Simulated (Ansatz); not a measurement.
# SiPb2C, from a guessed structure to a relaxed one

Starting from a made-up structure for SiPb2C, the aim is the relaxed cell, its shortest contacts and, where a second run follows, its electronic structure.

Calculated with Ansatz 0.2.0; DFT, r2SCAN, plane-wave PAW, files of the set soft_1, scalar-relativistic, no spin, cell and ions relaxed at zero pressure; PAW set soft_1, in the first sound run; inputs show where later runs differ.

## Step 1: Starting point

The structure is hexagonal, space group P6_3/mmc (No. 194). Conventional cell: a = 3.584 Å, b = 3.584 Å, c = 14.999 Å, α = 90.00°, β = 90.00°, γ = 120.00°. Nearest to Pb lie 3 C at 2.45 Å and 3 Si at 3.20 Å. Si has 6 Pb at 3.20 Å nearest. Nearest to C lie 6 Pb at 2.45 Å. Farther neighbours are not listed.

As a file:

```cif
data_structure
_symmetry_space_group_name_H-M 'P6_3/mmc'
_symmetry_Int_Tables_number 194
_cell_length_a 3.5840
_cell_length_b 3.5840
_cell_length_c 14.9990
_cell_angle_alpha 90.000
_cell_angle_beta 90.000
_cell_angle_gamma 120.000
_cell_volume 166.85
loop_
_atom_site_label
_atom_site_type_symbol
_atom_site_symmetry_multiplicity
_atom_site_Wyckoff_symbol
_atom_site_fract_x
_atom_site_fract_y
_atom_site_fract_z
_atom_site_occupancy
Pb1 Pb 4 f 0.66667 0.33333 0.91270 1
Si1 Si 2 d 0.33333 0.66667 0.75000 1
C1 C 2 a 0.00000 0.00000 0.00000 1
```

## Step 2: Relaxing cell and atoms

The guessed cell has no reason to be at equilibrium. It is relaxed with the atoms, within the space group of the guess.

input.yaml

```yaml
crystal:
  lattice:
    - [3.584, 0.0, 0.0]
    - [-1.792, 3.103835047, 0.0]
    - [0.0, 0.0, 14.999]
  atoms:
    - { symbol: Pb, position: [0.666666667, 0.333333333, 0.9127] }
    - { symbol: Pb, position: [0.333333333, 0.666666667, 0.0873] }
    - { symbol: Pb, position: [0.333333333, 0.666666667, 0.4127] }
    - { symbol: Pb, position: [0.666666667, 0.333333333, 0.5873] }
    - { symbol: Si, position: [0.333333333, 0.666666667, 0.75] }
    - { symbol: Si, position: [0.666666667, 0.333333333, 0.25] }
    - { symbol: C, position: [0.0, 0.0, 0.0] }
    - { symbol: C, position: [0.0, 0.0, 0.5] }
kpoints:
  mp_grid: { grid: [9, 9, 2] }
scf:
  occupations: { method: fermi_dirac, width: 0.05 }
hamiltonian:
  xc: r2scan
  pseudopotentials: { kind: paw, azcp: { folder: soft_1 } }
relax:
  f_tol: 0.015
  max_steps: 70
  cell: {}
output:
  forces: true
  stress: true
```

The run is started by

```bash
$ ansatz run input.yaml --threads 4 --pin off --max-ram 10240MiB --backend cpu --events-out ev --progress --plain --runs-dir out
```

Numbers of over 12 decimals in the logs are rounded to 6 here.

What it wrote:

```text
Engine: ansatz 0.2.0, aarch64-unknown-linux-gnu
Pseudopotentials: kind: paw
Pseudopotential: Pb, paw, valence charge 14, recommended cutoff 500 eV (meta_gga), soft_1/Pb.paw.azcp
Pseudopotential: Si, paw, valence charge 4, recommended cutoff 500 eV (meta_gga), soft_1/Si.paw.azcp
Pseudopotential: C, paw, valence charge 4, recommended cutoff 500 eV (meta_gga), soft_1/C.paw.azcp
Functional definition: r2SCAN
  parameter k0 = 0.174
  parameter k1 = 0.065
  parameter a1 = 4.9479
  exchange = r2scan_x(k0 = k0, k1 = k1, a1 = a1)
  correlation = r2scan_c
Crystal: 8 atoms, lattice volume = 166.851 Å³
Basis set: ecut = 500 eV, 4303 PW (Γ), exchange–correlation on 108×108×480 points (64 copies of the dense FFT grid, shifted against one another)
Bands: 44, of which v1, the nominal top of the filled ones, is band 36 counted from 1 (35 counted from 0)
Symmetry: 24 space group operations
Space group: P63/mmc (ITA 194), of the structure as read, at distance tolerance 5.5e-5 Å
k-points: 24 of 162
Non-local potential: Pb, projectors of the file, l = 0: 2, l = 1: 2, l = 2: 2, l = 3: 1
Non-local potential: Si, projectors of the file, l = 0: 2, l = 1: 2, l = 2: 1
Non-local potential: C, projectors of the file, l = 0: 2, l = 1: 2, l = 2: 1
PAW form: soft (Blöchl's): semilocal exchange-correlation on the pseudo side does not see the compensation charge
PAW frozen core: Pb, regenerated for the run's functional (the file was generated under x = pbe(κ = 0.804, μ = 0.219515), c = pbe(β = 0.066725))
PAW frozen core: Si, regenerated for the run's functional (the file was generated under x = pbe(κ = 0.804, μ = 0.219515), c = pbe(β = 0.066725))
PAW frozen core: C, regenerated for the run's functional (the file was generated under x = pbe(κ = 0.804, μ = 0.219515), c = pbe(β = 0.066725))
PAW one-centre angular grid: Pb, 590 points (default); XC on 160 Gauss nodes
PAW one-centre angular grid: Si, 302 points (default); XC on 160 Gauss nodes
PAW one-centre angular grid: C, 302 points (default); XC on 219 of its mesh's 2255 points in the sphere
Initial density: superposition of atomic densities (chi_scale 0.1, normalization cell, long waves kept (reshape's long-wave potential 0.25 eV rms))
Initial wavefunctions: pseudopotential atomic-orbital guess
Functional: x = r2scan, c = r2scan; τ floored in thin density (d = 2e-4 eV/Å³)
SCF iter   1: F=—  HF=-49464.498610 eV  |F-HF|=—  |Δ(HF+E_count)|=         —  Δρ=4.99e-2  dr2=7.40e0  dr2_τ=4.64e-1  ethr=3.10e-3  ⟨swp⟩=9.1  Hψ=4910  notcnv=0
preconditioner: auto → Kerker (q_TF=auto, 2.372 Å⁻¹)  [metal: Δε(μ)=0.042 eV  Ē_g=13.996 eV  σ=0.050 eV  W_gap=0.21  n_scr=40 (ndim 8)  ℏωp=24.4 eV  f_vac=0.000  D(μ)=4.55/eV (n_scr^D=40)]
SCF iter   2: F=—  HF=-49463.159597 eV  |F-HF|=—  |Δ(HF+E_count)|=    1.34e0  Δρ=2.07e-2  dr2=2.10e0  dr2_τ=1.11e-1  ethr=3.10e-3  ⟨swp⟩=3.6  Hψ=1903  notcnv=0  defer=31
SCF iter   3: F=—  HF=-49463.019924 eV  |F-HF|=—  |Δ(HF+E_count)|=   1.40e-1  Δρ=1.18e-2  dr2=7.72e-1  dr2_τ=2.78e-3  ethr=2.92e-3  ⟨swp⟩=2.0  Hψ=1135  notcnv=0  defer=31
SCF iter   4: F=—  HF=-49462.984202 eV  |F-HF|=—  |Δ(HF+E_count)|=   3.57e-2  Δρ=2.28e-3  dr2=3.62e-2  dr2_τ=1.64e-4  ethr=1.07e-3  ⟨swp⟩=3.1  Hψ=1491  notcnv=0  defer=31
SCF iter   5: F=—  HF=-49462.988346 eV  |F-HF|=—  |Δ(HF+E_count)|=   4.14e-3  Δρ=8.51e-4  dr2=2.72e-3  dr2_τ=6.02e-5  ethr=5.02e-5  ⟨swp⟩=2.3  Hψ=1665  notcnv=0  defer=30
SCF iter   6: F=—  HF=-49462.988933 eV  |F-HF|=—  |Δ(HF+E_count)|=   5.87e-4  Δρ=2.01e-4  dr2=1.40e-4  dr2_τ=3.12e-6  ethr=3.78e-6  ⟨swp⟩=2.9  Hψ=1905  notcnv=0  defer=30
SCF iter   7: F=—  HF=-49462.988972 eV  |F-HF|=—  |Δ(HF+E_count)|=   3.84e-5  Δρ=6.04e-5  dr2=8.28e-6  dr2_τ=2.75e-7  ethr=1.94e-7  ⟨swp⟩=2.4  Hψ=1651  notcnv=0  defer=30
SCF iter   8: F=—  HF=-49462.989005 eV  |F-HF|=—  |Δ(HF+E_count)|=   3.36e-5  Δρ=1.77e-5  dr2=7.55e-7  dr2_τ=1.85e-8  ethr=1.15e-8  ⟨swp⟩=2.0  Hψ=1429  notcnv=0  defer=30
SCF iter   9: F=-49462.989006 eV  HF=-49462.989006 eV  |F-HF|=2.43e-8  |Δ(HF+E_count)|=   2.39e-7  Δρ=4.66e-6  dr2=4.00e-8  dr2_τ=1.81e-9  ethr=1.39e-10  ⟨swp⟩=5.4  Hψ=4126  notcnv=0
SCF 1 converged in 9 iterations: F = -49462.989006 eV  dr2 = 4.00e-8
  greatest PAW one-centre occupation: 0.978 electrons in one spin orbital (limit 2), on the Pb atom at site 3 (counted from 0), in its partial waves of l = 2
relax step   1: F+E_penalty+E_count = -49462.98900561 eV  Δ(F+E_penalty+E_count) = +0.000e0 eV  max|allowed force component| = 1.505e0 eV/Å  Δτ_max = 0.0000 Å  P = +3.554 GPa  Ω = 166.851 Å³  (9 SCF iters, dr2 threshold 1.00e-7 eV, accepted)
Crystal: 8 atoms, lattice volume = 171.924 Å³
Basis set: ecut = 500 eV, 4413 PW (Γ), exchange–correlation on 108×108×480 points (64 copies of the dense FFT grid, shifted against one another)
Initial density: handed on by an earlier stage of this run
Initial wavefunctions: those handed on with the density
iter 1 solved again at ethr=4.43e-4 eV; its pass at ethr=3.10e-3 eV (dr2=3.19e-1 eV) is discarded
SCF iter   1: F=—  HF=-49461.313265 eV  |F-HF|=—  |Δ(HF+E_count)|=         —  Δρ=1.26e-2  dr2=3.25e-1  dr2_τ=4.05e0  ethr=4.43e-4  ⟨swp⟩=1.6  Hψ=6781  notcnv=0
preconditioner: auto → Kerker (q_TF=auto, 2.360 Å⁻¹)  [metal: Δε(μ)=0.069 eV  Ē_g=14.332 eV  σ=0.050 eV  W_gap=0.33  n_scr=40 (ndim 8)  ℏωp=24.0 eV  f_vac=0.000  D(μ)=6.72/eV (n_scr^D=66)]
SCF iter   2: F=—  HF=-49463.048848 eV  |F-HF|=—  |Δ(HF+E_count)|=    1.74e0  Δρ=7.15e-3  dr2=1.38e-1  dr2_τ=1.99e-3  ethr=4.43e-4  ⟨swp⟩=3.4  Hψ=2270  notcnv=0
SCF iter   3: F=—  HF=-49463.035205 eV  |F-HF|=—  |Δ(HF+E_count)|=   1.36e-2  Δρ=3.62e-3  dr2=9.60e-2  dr2_τ=1.42e-3  ethr=1.91e-4  ⟨swp⟩=2.1  Hψ=1397  notcnv=0  defer=7
SCF iter   4: F=—  HF=-49463.035056 eV  |F-HF|=—  |Δ(HF+E_count)|=   1.49e-4  Δρ=3.49e-3  dr2=3.27e-2  dr2_τ=1.57e-3  ethr=1.33e-4  ⟨swp⟩=1.9  Hψ=1174  notcnv=0  defer=7
SCF iter   5: F=—  HF=-49463.028876 eV  |F-HF|=—  |Δ(HF+E_count)|=   6.18e-3  Δρ=7.70e-4  dr2=1.87e-3  dr2_τ=1.78e-5  ethr=4.54e-5  ⟨swp⟩=2.1  Hψ=1665  notcnv=0  defer=9
SCF iter   6: F=—  HF=-49463.028851 eV  |F-HF|=—  |Δ(HF+E_count)|=   2.50e-5  Δρ=2.23e-4  dr2=1.13e-4  dr2_τ=2.57e-6  ethr=2.60e-6  ⟨swp⟩=2.2  Hψ=1886  notcnv=0  defer=9
SCF iter   7: F=—  HF=-49463.028879 eV  |F-HF|=—  |Δ(HF+E_count)|=   2.78e-5  Δρ=9.10e-5  dr2=2.22e-5  dr2_τ=8.45e-7  ethr=1.57e-7  ⟨swp⟩=2.9  Hψ=1939  notcnv=0  defer=9
SCF iter   8: F=-49463.028878 eV  HF=-49463.028878 eV  |F-HF|=9.23e-8  |Δ(HF+E_count)|=   8.66e-7  Δρ=1.49e-5  dr2=6.29e-7  dr2_τ=1.87e-8  ethr=1.11e-9  ⟨swp⟩=3.8  Hψ=4551  notcnv=0
SCF 2 converged in 8 iterations: F = -49463.028878 eV  dr2 = 6.29e-7
[...]
Basis set: ecut = 500 eV, 4387 PW (Γ), exchange–correlation on 108×108×480 points (64 copies of the dense FFT grid, shifted against one another)
iter 1 solved again at ethr=5.14e-5 eV; its pass at ethr=3.10e-3 eV (dr2=3.70e-2 eV) is discarded
SCF iter   1: F=—  HF=-49462.980898 eV  |F-HF|=—  |Δ(HF+E_count)|=         —  Δρ=4.30e-3  dr2=3.79e-2  dr2_τ=3.94e-1  ethr=5.14e-5  ⟨swp⟩=2.3  Hψ=6649  notcnv=0
preconditioner: auto → Kerker (q_TF=auto, 2.363 Å⁻¹)  [metal: Δε(μ)=0.051 eV  Ē_g=14.407 eV  σ=0.050 eV  W_gap=0.25  n_scr=52 (ndim 8)  ℏωp=24.1 eV  f_vac=0.000  D(μ)=6.54/eV (n_scr^D=66)]
SCF iter   2: F=—  HF=-49463.365716 eV  |F-HF|=—  |Δ(HF+E_count)|=   3.85e-1  Δρ=2.30e-3  dr2=1.22e-2  dr2_τ=2.88e-4  ethr=5.14e-5  ⟨swp⟩=2.6  Hψ=2147  notcnv=0
SCF iter   3: F=—  HF=-49463.365254 eV  |F-HF|=—  |Δ(HF+E_count)|=   4.61e-4  Δρ=1.13e-3  dr2=5.77e-3  dr2_τ=1.24e-4  ethr=1.70e-5  ⟨swp⟩=2.0  Hψ=1239  notcnv=0
SCF iter   4: F=—  HF=-49463.365152 eV  |F-HF|=—  |Δ(HF+E_count)|=   1.03e-4  Δρ=7.26e-4  dr2=1.73e-3  dr2_τ=7.45e-5  ethr=8.02e-6  ⟨swp⟩=1.8  Hψ=1116  notcnv=0
SCF iter   5: F=—  HF=-49463.364977 eV  |F-HF|=—  |Δ(HF+E_count)|=   1.75e-4  Δρ=1.77e-4  dr2=8.21e-5  dr2_τ=1.43e-6  ethr=2.41e-6  ⟨swp⟩=2.3  Hψ=1564  notcnv=0
SCF iter   6: F=—  HF=-49463.365036 eV  |F-HF|=—  |Δ(HF+E_count)|=   5.97e-5  Δρ=5.38e-5  dr2=6.63e-6  dr2_τ=1.84e-7  ethr=1.14e-7  ⟨swp⟩=2.5  Hψ=1832  notcnv=0
SCF iter   7: F=-49463.365037 eV  HF=-49463.365037 eV  |F-HF|=1.03e-7  |Δ(HF+E_count)|=   7.85e-7  Δρ=1.25e-5  dr2=5.00e-7  dr2_τ=1.72e-8  ethr=1.11e-9  ⟨swp⟩=3.3  Hψ=4262  notcnv=0
SCF 3 converged in 7 iterations: F = -49463.365037 eV  dr2 = 5.00e-7
relax step   3: F+E_penalty+E_count = -49463.36503713 eV  Δ(F+E_penalty+E_count) = -3.362e-1 eV  max|allowed force component| = 1.163e-1 eV/Å  Δτ_max = 0.0575 Å  P = -1.816 GPa  Ω = 170.753 Å³  energy of the carried Pulay correction = -2.864e-4 eV  (7 SCF iters, dr2 threshold 8.00e-7 eV, accepted)
[...]
relax step   4: F+E_penalty+E_count = -49463.42783958 eV  Δ(F+E_penalty+E_count) = -6.280e-2 eV  max|allowed force component| = 2.190e-1 eV/Å  Δτ_max = 0.0029 Å  P = -0.236 GPa  Ω = 166.723 Å³  energy of the carried Pulay correction = +9.480e-6 eV  (7 SCF iters, dr2 threshold 8.00e-7 eV, accepted)
[...]
relax step   5: F+E_penalty+E_count = -49463.44408375 eV  Δ(F+E_penalty+E_count) = -1.624e-2 eV  max|allowed force component| = 7.358e-3 eV/Å  Δτ_max = 0.0322 Å  P = +0.056 GPa  Ω = 164.760 Å³  energy of the carried Pulay correction = +1.562e-4 eV  (7 SCF iters, dr2 threshold 8.00e-7 eV, accepted)
[...]
relax step   6: F+E_penalty+E_count = -49463.44416527 eV  Δ(F+E_penalty+E_count) = -8.153e-5 eV  max|allowed force component| = 1.663e-3 eV/Å  Δτ_max = 0.0015 Å  P = +0.014 GPa  Ω = 164.807 Å³  energy of the carried Pulay correction = +1.527e-4 eV  (6 SCF iters, dr2 threshold 2.02e-8 eV, accepted)
Basis set: ecut = 500 eV, 4215 PW (Γ), exchange–correlation on 108×108×432 points (64 copies of the dense FFT grid, shifted against one another)
Initial wavefunctions: pseudopotential atomic-orbital guess (no wavefunctions were taken with the density)
iter 1 solved again at ethr=1.54e-7 eV; its pass at ethr=3.10e-3 eV (dr2=1.11e-4 eV) is discarded
SCF iter   1: F=—  HF=-49463.443997 eV  |F-HF|=—  |Δ(HF+E_count)|=         —  Δρ=4.15e-5  dr2=2.48e-7  dr2_τ=1.61e-6  ethr=1.54e-7  ⟨swp⟩=3.7  Hψ=8142  notcnv=0
preconditioner: auto → Kerker (q_TF=auto, 2.377 Å⁻¹)  [metal: Δε(μ)=0.053 eV  Ē_g=14.558 eV  σ=0.050 eV  W_gap=0.26  n_scr=40 (ndim 8)  ℏωp=24.5 eV  f_vac=0.000  D(μ)=5.05/eV (n_scr^D=40)]
SCF iter   2: F=—  HF=-49463.444092 eV  |F-HF|=—  |Δ(HF+E_count)|=   9.47e-5  Δρ=2.19e-5  dr2=7.23e-8  dr2_τ=9.38e-8  ethr=3.44e-10  ⟨swp⟩=2.7  Hψ=2006  notcnv=0
SCF iter   3: F=—  HF=-49463.444094 eV  |F-HF|=—  |Δ(HF+E_count)|=   1.90e-6  Δρ=9.92e-7  dr2=6.06e-10  dr2_τ=2.73e-10  ethr=1.00e-10  ⟨swp⟩=2.0  Hψ=1930  notcnv=0
SCF iter   4: F=—  HF=-49463.444094 eV  |F-HF|=—  |Δ(HF+E_count)|=   6.73e-9  Δρ=3.21e-7  dr2=1.16e-10  dr2_τ=1.12e-11  ethr=1.00e-12  ⟨swp⟩=5.7  Hψ=4192  notcnv=0
SCF iter   5: F=-49463.444094 eV  HF=-49463.444094 eV  |F-HF|=5.09e-11  |Δ(HF+E_count)|=  3.42e-10  Δρ=1.06e-7  dr2=2.52e-11  dr2_τ=3.66e-12  ethr=1.00e-12  ⟨swp⟩=5.0  Hψ=3518  notcnv=0
SCF 7 converged in 5 iterations: F = -49463.444094 eV  dr2 = 2.52e-11
relax step   7: F+E_penalty+E_count = -49463.44409395 eV  Δ(F+E_penalty+E_count) = +7.133e-5 eV  max|allowed force component| = 1.687e-3 eV/Å  Δτ_max = 0.0000 Å  P = +0.015 GPa  Ω = 164.807 Å³  stress off target by 2.94e-2 GPa  SCF on the basis re-selected at this cell (its energy is not comparable with the rows above)  (5 SCF iters)
basis re-selected at this cell: Δ(F+E_penalty+E_count) = +7.133e-5 eV, ΔP = +0.001 GPa vs the last step (what re-selecting the basis moved, of the pressure what is left beyond the Pulay correction that the steps carried, after the strain that the cell walked since its last selection, with what the two solves' SCF thresholds leave and, on support functions, any second-order correction that the steps lacked; it is no measure of the basis error at this ecutwfc). The dense FFT grid was sized anew with the basis: this SCF ran on 27×27×108 points, the steps before it on 27×27×120, so part of this shift can come from that change (see relax.cell in the input reference). [rest of the remark cut]
SCF converged after 5 iterations
Free energy (F): -49463.444094 eV
Harris-Foulkes:  -49463.444094 eV  (|F-HF|=5.09e-11)
Internal energy: -49463.403462 eV  (E = F + TS)
E sigma→0 (E₀):  -49463.423778 eV
Entropy (-TS):   -0.040632 eV (-5.079 meV/atom)
Fermi energy:    10.608763 eV
--- Per-component energies (eV) ---
  E_band       = -109.175698
  E_kinetic    = 1409.388060
  E_local      = -4717.950385  (includes V_loc(G=0)·N_el)
  E_nonlocal   = 1322.663560
  E_hartree    = 1893.370580
  E_xc         = -961.775972
  E_vxc        = -819.560635  (∫ρ·V_xc dr)
  E_paw        = -42930.830938  (= ΣΔE_a)
  E_vpaw       = -1143.469598  (= ΣTr[D̂ρ^β])
  E_aug_tail   = -0.000003  (compensation charges beyond the density's cutoff)
  E_vtau       = 53.012088  (kinetic-family band-sum trace: ∫τ·v_τ [+ j·A + Jᵃ·Aᵃ] dr)
  E_ewald      = -5481.927158
  E_core_change = 3.658793  (= ΣΔE_core)
  E_smearing   = -0.040632  (= −TS)
  E_closure    = 0.000000  (closes the sum)
  Σ components = -49463.444094   (vs F -49463.444094, Δ=0.00e0)
--- Forces (eV/Å), atoms counted from 1 ---
  atom   1  Pb     0.00000000     0.00000000    -0.00168704
  atom   2  Pb    -0.00000000    -0.00000000     0.00168704
  atom   3  Pb    -0.00000000    -0.00000000    -0.00168704
  atom   4  Pb     0.00000000     0.00000000     0.00168704
  atom   5  Si     0.00000000    -0.00000000     0.00000000
  atom   6  Si    -0.00000000     0.00000000    -0.00000000
  atom   7  C     -0.00000000    -0.00000000    -0.00000000
  atom   8  C     -0.00000000    -0.00000000    -0.00000000
  max |Σ_I F_I| component: 1.85e-17 eV/Å
--- Stress (GPa, compression-positive) ---
        0.007214       0.000000      -0.000000
        0.000000       0.007214       0.000000
       -0.000000       0.000000       0.029359
  P = ⅓ Tr σ = 0.0146 GPa (0.146 kbar)
--- Relaxed structure (6 steps of the walk, 6 accepted, 1 SCFs on fresh bases) ---
  F+E_penalty+E_count = -49463.44409395 eV   max|allowed force component| = 1.687e-3 eV/Å   (the final SCF, on the basis selected at the relaxed cell)
  cell:  # Å, volume = 164.8072 Å³
    - [3.663787, 0, 0]
    - [-1.831893, 3.172932, 0]
    - [0, 0, 14.177032]
  atoms:
    - { symbol: Pb, position: [0.666667, 0.333333, 0.901095] }
    - { symbol: Pb, position: [0.333333, 0.666667, 0.098905] }
    - { symbol: Pb, position: [0.333333, 0.666667, 0.401095] }
    - { symbol: Pb, position: [0.666667, 0.333333, 0.598905] }
    - { symbol: Si, position: [0.333333, 0.666667, 0.750000] }
    - { symbol: Si, position: [0.666667, 0.333333, 0.25] }
    - { symbol: C, position: [0, 0, 0] }
    - { symbol: C, position: [0, 0, 0.5] }
```

Wall time 63 s (4 threads of Arm Neoverse N1, shared host); peak memory 0.93 GiB; 4 min of CPU time.

Step by step:

| step | energy less that of the first step (eV) | largest force component (eV/Å) | pressure (GPa) | volume (Å³) |
| --- | --- | --- | --- | --- |
| 1 | 0.0000 | 1.5048 | 3.55 | 166.85 |
| 2 | -0.0399 | 0.9001 | -2.89 | 171.92 |
| 3 | -0.3760 | 0.1163 | -1.82 | 170.75 |
| 4 | -0.4388 | 0.2190 | -0.24 | 166.72 |
| 5 | -0.4551 | 0.0074 | 0.06 | 164.76 |
| 6 | -0.4552 | 0.0017 | 0.01 | 164.81 |
| 7* | -0.4551 | 0.0017 | 0.01 | 164.81 |

Relaxation steps marked * repeat the geometry before them on a plane-wave basis chosen anew for their cell, so energy and pressure can jump there.

The run keeps the 24 symmetry operations that it works with, so distortions that break them were not tested.

| conventional cell, symmetrised | before | after | change |
| --- | --- | --- | --- |
| a (Å) | 3.584 | 3.664 | +2.2 % |
| b (Å) | 3.584 | 3.664 | +2.2 % |
| c (Å) | 14.999 | 14.177 | -5.5 % |
| volume (Å³/atom) | 20.86 | 20.60 | -1.2 % |

The atoms that moved most (Å, as changes of fractional coordinates times the final cell):

| atom | dx | dy | dz | length |
| --- | --- | --- | --- | --- |
| Pb1 | 0.000 | 0.000 | -0.165 | 0.165 |
| Pb4 | 0.000 | 0.000 | 0.165 | 0.165 |
| Pb3 | 0.000 | 0.000 | -0.165 | 0.165 |
| Pb2 | 0.000 | 0.000 | 0.165 | 0.165 |

This step gave:

```yaml
free_energy: -49463.4441 eV
energy_at_zero_smearing: -49463.4238 eV
smearing_term_ts: 0.04063 eV
fermi_energy: 10.61 eV
electrons: 72
symmetry_operations: 24
pressure: 0.01460 GPa
```

The shortest distance of each pair, which need not be the same contact before and after:

| pair | guess (Å) | relaxed (Å) |
| --- | --- | --- |
| C–Pb | 2.449 | 2.538 |
| Pb–Si | 3.200 | 3.010 |
| Pb–Pb | 3.338 | 3.513 |
| Si–Si | 3.584 | 3.664 |
| C–C | 3.584 | 3.664 |

The relaxation ends with a largest force component of 0.0017 eV/Å and a pressure of 0.01 GPa.

[end of part 1 of 2]

[Logs are printed without paths, hosts, clocks, repeated set-up lines and the standing remarks that a program may print on its own settings, such as how far it seeks lower states.]

[Hosts, paths, dates, database ids (printed as entryN), source tags and the programs' standing remarks are cut or masked in the printed files.]
